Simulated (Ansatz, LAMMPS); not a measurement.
# Structural relaxation of a frame of liquid (K,Li)2CO3 from 1100 K (102 atoms), part 4 of 4

How does a frame of liquid (K,Li)2CO3 from 1100 K (102 atoms) relax, and what do bonds, charges and levels look like afterwards?

Ansatz 0.2.0; Kohn-Sham DFT, r2SCAN, PAW (set soft_2), plane waves.

The cell: 17 C, 51 O, 13 K and 21 Li. The network of bonds at the start is that of the classical potential that made the cell. Only the Γ point is sampled, in a cell whose shortest periodic width is 11 Å.

So far, density (g/cm³): step 5 (distances and neighbours after relaxation) 1.85.

## Step 7: Another try, on a changed input

The input is spoilt on purpose; the run shows how that looks.

This step: Kohn-Sham DFT, r2SCAN+U, PAW (set soft_2), plane waves (Ansatz 0.2.0).

Input file input.yaml:

```yaml
crystal:
  lattice:
    - [11.45401, 0.0, 0.0]
    - [0.0, 11.45401, 0.0]
    - [0.0, 0.0, 11.45401]
  atoms:
    [... the 102 atom lines of step 3 ...]
kpoints:
  mp_grid: { grid: [1, 1, 1] }
hamiltonian:
  xc: r2scan
  hubbard: { sites: [{ species: K, l: p, u_eff: 40.0 }] }
scf:
  occupations: { method: fixed }
  max_iter: 75
output:
  forces: true
```

Run with:

```sh
ansatz run input.yaml --threads 4 --pin off --max-ram 8192MiB --backend cpu --events-out ev --progress --plain --runs-dir out
```

What it wrote:

```text
C: projections on atomic orbitals take those of the free atom [He] 2s2 2p2, of charge +0.00 (hamiltonian.pseudopotentials.projection_atoms); the dataset's partial waves leave at most 3.7e-9 of an orbital's norm unspanned inside its sphere
O: projections on atomic orbitals take those of the free atom [He] 2s2 2p4, of charge +0.00 (hamiltonian.pseudopotentials.projection_atoms); the dataset's partial waves leave at most 1.9e-8 of an orbital's norm unspanned inside its sphere
K: projections on atomic orbitals take those of the free atom [Ne] 3s2 3p6 4s1, of charge +0.00 (hamiltonian.pseudopotentials.projection_atoms); the dataset's partial waves leave at most 2.3e-7 of an orbital's norm unspanned inside its sphere
K: the file doesn't list 4p, so it is added from the neutral free atom; the dataset's partial waves leave at most 9.3e-5 of an orbital's norm unspanned inside its sphere
Li: projections on atomic orbitals take those of the free atom 1s2 2s1, of charge +0.00 (hamiltonian.pseudopotentials.projection_atoms); the dataset's partial waves leave at most 8.9e-11 of an orbital's norm unspanned inside its sphere
[...]
Crystal: 102 atoms, lattice volume = 1502.701 Å³
Basis set: ecut = 500 eV, 38161 PW (Γ), exchange–correlation on 360×360×360 points (64 copies of the dense FFT grid, shifted against one another)
Bands: 379, of which v1, the nominal top of the filled ones, is band 277 counted from 1 (276 counted from 0)
Symmetry: 1 space group operations
[...]
k-points: 1
[...]
SCF iter   1: F=—  HF=-57631.104687 eV  |F-HF|=—  |Δ(HF+E_count)|=         —  Δρ=8.05e-2  dr2=9.61e1  dr2_τ=1.49e1  ethr=3.10e-3  ⟨swp⟩=7.0  Hψ=1350  notcnv=0  defer=100
[...]
SCF iter  12: F=-57611.026215 eV  HF=-57611.026215 eV  |F-HF|=4.82e-8  |Δ(HF+E_count)|=   7.33e-7  Δρ=1.95e-6  dr2=6.00e-8  dr2_τ=6.86e-9  ethr=1.81e-11  ⟨swp⟩=6.0  Hψ=1415  notcnv=0
SCF 1 converged in 12 iterations: F = -57611.026215 eV  dr2 = 6.00e-8
[...]
SCF converged after 12 iterations
Free energy (F): -57611.026215 eV
[...]
Internal energy: -57611.026215 eV  (E = F + TS)
E sigma→0 (E₀):  -57611.026215 eV
Fermi energy:    2.979810 eV
[...]
--- Forces (eV/Å), atoms counted from 1 ---
  atom   1  C     -2.79557169     3.20778081    -1.05258152
  atom   2  O      0.37260598    -1.25567693     0.80505663
  atom   3  O      0.45637768    -2.18534745     0.51408440
  atom   4  O      1.89816505    -0.21106701     0.07529392
  atom   5  C      3.46544161     4.56353837    -2.88835252
  atom   6  O      0.61438507    -2.93411846    -0.73727775
  atom   7  O     -0.43521319    -0.34886463     2.28367535
  atom   8  O     -3.74862584    -1.49470551     0.80618987
  atom   9  C      3.65235669    -7.33649671     2.28208264
  atom  10  O     -2.24128627     0.51458195    -3.91015609
  atom  11  O     -1.66758961     4.44458198     3.77424575
  atom  12  O     -0.93383650     0.93901771    -2.83407356
  atom  13  C      1.40899361     0.98986905    -3.53471588
  atom  14  O     -0.31785355    -1.98975200     1.02240661
[...]
atom 101  Li     0.32110025     0.32051549    -0.24530868
  atom 102  Li    -0.66298040     0.38861043     0.51381145
  max |Σ_I F_I| component: 3.19e-4 eV/Å
Occupation matrices written to <dir>
```

Wall time 1.7 min (4 threads of Arm Neoverse N1, shared host); peak memory 4.3 GiB; 6.8 min of CPU time.

The run converged on the changed input; its numbers don't describe the system as set up.

The fault in the input: an enormous U (hamiltonian.hubbard.sites = [{"species": "K", "l": "p", "u_eff": 40.0}]). The fix is to take out hamiltonian.hubbard.sites.

How far it lies from the reference, the single point at the start:

```
r.m.s. difference of force components : 208.6 meV/Å
longest difference of force vectors   : 1074 meV/Å
force difference over r.m.s. force    : 8.803 %
```

## Step 8: Other settings

Changed here: hamiltonian.pseudopotentials.accuracy = "standard", hamiltonian.pseudopotentials.kind = "nc", scf.initial_density.chi_scale = 0.3, scf.occupations.method = "gaussian" and scf.occupations.width = 0.1.

This step: Kohn-Sham DFT, r2SCAN, norm-conserving pseudopotentials, plane waves (Ansatz 0.2.0).

input.yaml, the sections that differ from step 7:

```yaml
hamiltonian:
  xc: r2scan
  pseudopotentials: { kind: nc, accuracy: standard }
scf:
  occupations: { method: gaussian, width: 0.1 }
  initial_density: { chi_scale: 0.3 }
output:
  forces: true
  stress: true
  populations: true
  dos:
    method: { smearing: { sigma: 0.15 } }
    de: 0.1
    projected: { site_lists: { C: [C], K: [K], Li: [Li], O: [O] } }
  eigenvalues: true
# crystal, kpoints: as in step 7
```

What it wrote:

```text
Warning: hamiltonian.xc reads the kinetic-energy density τ on the library's norm-conserving files, and those of C, O, K, Li were made for PBE. This build holds files of C, O, K, Li that were made for r²SCAN, which a deck under this functional can read where it names no table (hamiltonian.pseudopotentials.accuracy or source), types no xc_functional and has no exact exchange, max_exx_coeff or level of output.embedding that keeps them out. [...]
Engine: ansatz 0.2.0, aarch64-unknown-linux-gnu
Pseudopotentials: kind: nc
Pseudopotential: C, nc, valence charge 4, recommended cutoff 1115.666836 eV (normal), C.nc.azcp (PseudoDojo's, or run here from an input of PseudoDojo's; its table is named by hamiltonian.pseudopotentials.accuracy)
Pseudopotential: O, nc, valence charge 6, recommended cutoff 1142.878222 eV (normal), O.nc.azcp (PseudoDojo's, or run here from an input of PseudoDojo's; its table is named by hamiltonian.pseudopotentials.accuracy)
Pseudopotential: K, nc, valence charge 9, recommended cutoff 1006.821291 eV (normal), K.nc.azcp (PseudoDojo's, or run here from an input of PseudoDojo's; its table is named by hamiltonian.pseudopotentials.accuracy)
Pseudopotential: Li, nc, valence charge 3, recommended cutoff 1006.821291 eV (normal), Li.nc.azcp (PseudoDojo's, or run here from an input of PseudoDojo's; its table is named by hamiltonian.pseudopotentials.accuracy)
[... 6 lines on functional and potentials left out ...]
Crystal: 102 atoms, lattice volume = 1502.701 Å³
Basis set: ecut = 1142.878222 eV, 131827 PW (Γ), exchange–correlation on 512×512×512 points (64 copies of the dense FFT grid, shifted against one another)
Bands: 379, of which v1, the nominal top of the filled ones, is band 277 counted from 1 (276 counted from 0)
Symmetry: 1 space group operations
Space group: P1 (ITA 1), of the structure as read, at distance tolerance 1.1e-4 Å
k-points: 1
[... 4 lines on functional and potentials left out ...]
Initial density: superposition of atomic densities (chi_scale 0.3, normalization cell, long waves kept whole (reshape's long-wave potential 2.19 eV rms))
Initial wavefunctions: pseudopotential atomic-orbital guess
Functional: x = r2scan, c = r2scan; τ floored in thin density (d = 2e-4 eV/Å³)
SCF iter   1: F=—  HF=-42307.088072 eV  |F-HF|=—  |Δ(HF+E_count)|=         —  Δρ=6.33e-1  dr2=1.89e4  dr2_τ=4.01e3  ethr=3.10e-3  ⟨swp⟩=17.0  Hψ=4328  notcnv=0  defer=36
preconditioner: auto → LDOS  [metal: Δε(μ)=0.073 eV  Ē_g=9.645 eV  σ=0.100 eV  W_gap=0.39  n_scr=304 (ndim 8)  ℏωp=19.0 eV  f_vac=0.102  D(μ)=28.96/eV (n_scr^D=170)  β→1.0]
SCF iter   2: F=—  HF=-43339.990353 eV  |F-HF|=—  |Δ(HF+E_count)|=    1.03e3  Δρ=5.96e-1  dr2=1.61e4  dr2_τ=1.93e4  ethr=3.10e-3  ⟨swp⟩=26.0  Hψ=7670  notcnv=0  defer=95
SCF iter   3: F=—  HF=-41375.253021 eV  |F-HF|=—  |Δ(HF+E_count)|=    1.96e3  Δρ=3.06e-1  dr2=3.72e3  dr2_τ=1.02e4  ethr=3.10e-3  ⟨swp⟩=19.0  Hψ=4911  notcnv=0  defer=98
SCF iter   4: F=—  HF=-40971.704811 eV  |F-HF|=—  |Δ(HF+E_count)|=    4.04e2  Δρ=1.44e-1  dr2=5.18e2  dr2_τ=4.42e2  ethr=3.10e-3  ⟨swp⟩=28.0  Hψ=3480  notcnv=0  defer=93
SCF iter   5: F=—  HF=-40881.014705 eV  |F-HF|=—  |Δ(HF+E_count)|=    9.07e1  Δρ=7.72e-2  dr2=1.57e2  dr2_τ=8.03e1  ethr=3.10e-3  ⟨swp⟩=6.0  Hψ=951  notcnv=0  defer=100
SCF iter   6: F=—  HF=-40843.366040 eV  |F-HF|=—  |Δ(HF+E_count)|=    3.76e1  Δρ=4.45e-2  dr2=7.29e1  dr2_τ=3.09e1  ethr=3.10e-3  ⟨swp⟩=10.0  Hψ=783  notcnv=0  defer=97
SCF iter   7: F=—  HF=-40823.892143 eV  |F-HF|=—  |Δ(HF+E_count)|=    1.95e1  Δρ=2.63e-2  dr2=3.26e1  dr2_τ=1.13e1  ethr=3.10e-3  ⟨swp⟩=8.0  Hψ=683  notcnv=0  defer=97
SCF iter   8: F=—  HF=-40813.509306 eV  |F-HF|=—  |Δ(HF+E_count)|=    1.04e1  Δρ=1.70e-2  dr2=1.27e1  dr2_τ=4.82e0  ethr=3.10e-3  ⟨swp⟩=5.0  Hψ=653  notcnv=0  defer=101
SCF iter   9: F=—  HF=-40810.009549 eV  |F-HF|=—  |Δ(HF+E_count)|=    3.50e0  Δρ=1.04e-2  dr2=5.77e0  dr2_τ=1.56e0  ethr=2.29e-3  ⟨swp⟩=8.0  Hψ=1119  notcnv=0  defer=99
[...]
SCF iter  15: F=—  HF=-40807.095514 eV  |F-HF|=—  |Δ(HF+E_count)|=   7.86e-5  Δρ=7.68e-5  dr2=4.81e-5  dr2_τ=8.53e-5  ethr=9.76e-8  ⟨swp⟩=3.0  Hψ=557  notcnv=0  defer=93
SCF iter  16: F=—  HF=-40807.095622 eV  |F-HF|=—  |Δ(HF+E_count)|=   1.07e-4  Δρ=3.38e-5  dr2=1.07e-5  dr2_τ=2.15e-5  ethr=8.68e-9  ⟨swp⟩=3.0  Hψ=708  notcnv=0  defer=93
SCF iter  17: F=—  HF=-40807.095623 eV  |F-HF|=—  |Δ(HF+E_count)|=   1.25e-6  Δρ=1.27e-5  dr2=1.41e-6  dr2_τ=3.00e-6  ethr=1.94e-9  ⟨swp⟩=3.0  Hψ=603  notcnv=0  defer=93
SCF iter  18: F=—  HF=-40807.095623 eV  |F-HF|=—  |Δ(HF+E_count)|=   2.41e-7  Δρ=5.32e-6  dr2=2.69e-7  dr2_τ=5.38e-7  ethr=2.54e-10  ⟨swp⟩=4.0  Hψ=613  notcnv=0  defer=93
```

It took 17 min on 4 threads; peak memory 7.4 GiB.

Residual by cycle:

cycle, log10 residual and a bar from the least value:
```
        1        4.3 ##############################
        3        3.6 ############################
        4        2.7 ##########################
        6        1.9 #######################
        7        1.5 ######################
        9        0.8 ####################
       10       -0.4 #################
       12       -1.6 ##############
       13       -2.4 ###########
       15       -4.3 ######
       16       -5.0 ####
       18       -6.6
```

The run was cut off at its time limit.

After 18 cycles the residual stands at 2.7e-7.

Runs without a result: hamiltonian.pseudopotentials.accuracy = "standard", hamiltonian.pseudopotentials.kind = "nc", scf.initial_density.chi_scale = 0.3, scf.occupations.method = "gaussian" and scf.occupations.width = 0.1 (cut at the time limit).

## Step 9: Outcome

```json
{
 "energy change in the relaxation": "-257 meV/atom",
 "r.m.s. displacement": "0.839 Å",
 "largest displacement": "1.796 Å",
 "free energy per atom": "-565.6779 eV/atom",
 "pressure": "-1.529 GPa",
 "r.m.s. force component": "0.01025 eV/Å",
 "gap (highest filled to lowest empty level)": "4.065 eV",
 "wall time of the 5 DFT runs": "83 min"
}
```

Relaxation lowers the energy by 257 meV/atom and moves atoms by 0.84 Å r.m.s.; the r.m.s. force component goes from 2.4 to 0.010 eV/Å, the pressure goes from 3.3 to -1.5 GPa, and the gap from 2.51 to 4.07 eV. By the final cutoffs 37 of 208 bonded pairs parted and 52 joined. From the first step to the last the energy fell by 26.213 eV, and the largest move was 1.80 Å (O30). The O-Li bonds change most in mean length: from 2.110 Å (spread 0.140) to 1.993 Å (spread 0.080), and their number from 76 to 82. With the cutoffs above, all C atoms have 3, 62 % of K atoms have 7, 81 % of Li atoms have 4 and 55 % of O atoms have 4 bonded neighbours. Filled and empty levels are parted by 4.07 eV (at Γ alone); a semilocal functional tends to put such gaps too low. In a disordered cell it changes from sample to sample and from frame to frame.

Caveats: The starting topology of bonds comes from the classical model; in DFT 37 of its 208 bonded pairs passed out of the cutoffs and 52 came within them. The pressure of -1.5 GPa says that the cell would shrink at this level of theory.

[Logs are printed without paths, hosts, clocks, repeated set-up lines and the standing remarks that a program may print on its own settings, such as how far it seeks lower states.]

[Hosts, paths, dates, database ids (printed as entryN), source tags and the programs' standing remarks are cut or masked in the printed files.]
